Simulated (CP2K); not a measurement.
Consider allene at its PBE geometry (Å).

```xyz
7

C     1.3092    0.0083   -0.0003
C     0.0000    0.0010    0.0000
C    -1.3093   -0.0075    0.0006
H     1.8791   -0.6606   -0.6483
H     1.8717    0.6834    0.6476
H    -1.8803    0.6359   -0.6714
H    -1.8705   -0.6606    0.6719
```

Method: CP2K XAS_TDP, all-electron GAPW, PBEh(45%), aug-cc-pVTZ, TDA, GW2X-corrected core level, no relativity.

Predict the bright core excitations at the C K edge.

Leading lines: C1 285.66 eV and C2 285.79 eV. The leading line of an atom is its first one with 35 % of the strongest within 2.5 eV of its lowest line over the strength cut. Core ionisation energies at this level: C1 290.42 and C2 290.93 eV.

The first six lines of each atom with a strength over 0.0015:

```csv
atom,energy (eV),states,"strength, one atom",above the computed threshold
"C1 (bonded to C and 2 H), 2 alike",285.66,1,0.0469,
,287.49,1,0.0040,
,288.28,1,0.0032,
,289.39,2,0.0148,
,289.66,1,0.0056,
,290.49,1,0.0026,yes
C2 (bonded to 2 C),285.79,2,0.1178,
,292.34,2,0.0028,yes
,292.53,1,0.0027,yes
,292.87,2,0.0060,yes
,295.39,2,0.0116,yes
,295.64,1,0.0139,yes
```

Lines are vertical, at one geometry, with no vibrational structure. GW2X ionisation energies and lines can be off by 1 to 2 eV either way, and a good line position may hide errors that cancel. These values hold no scalar relativity, about 0.1 eV for C 1s. Rydberg lines, and the discretised continuum above threshold, depend on the basis and the box.

[Banner, clock and machine lines of the logs are left out without a mark of their own.]

[Logs are printed without paths, hosts, clocks, repeated set-up lines and the standing remarks that a program may print on its own settings, such as how far it seeks lower states.]

[Hosts, paths, dates, database ids (printed as entryN), source tags and the programs' standing remarks are cut or masked in the printed files.]
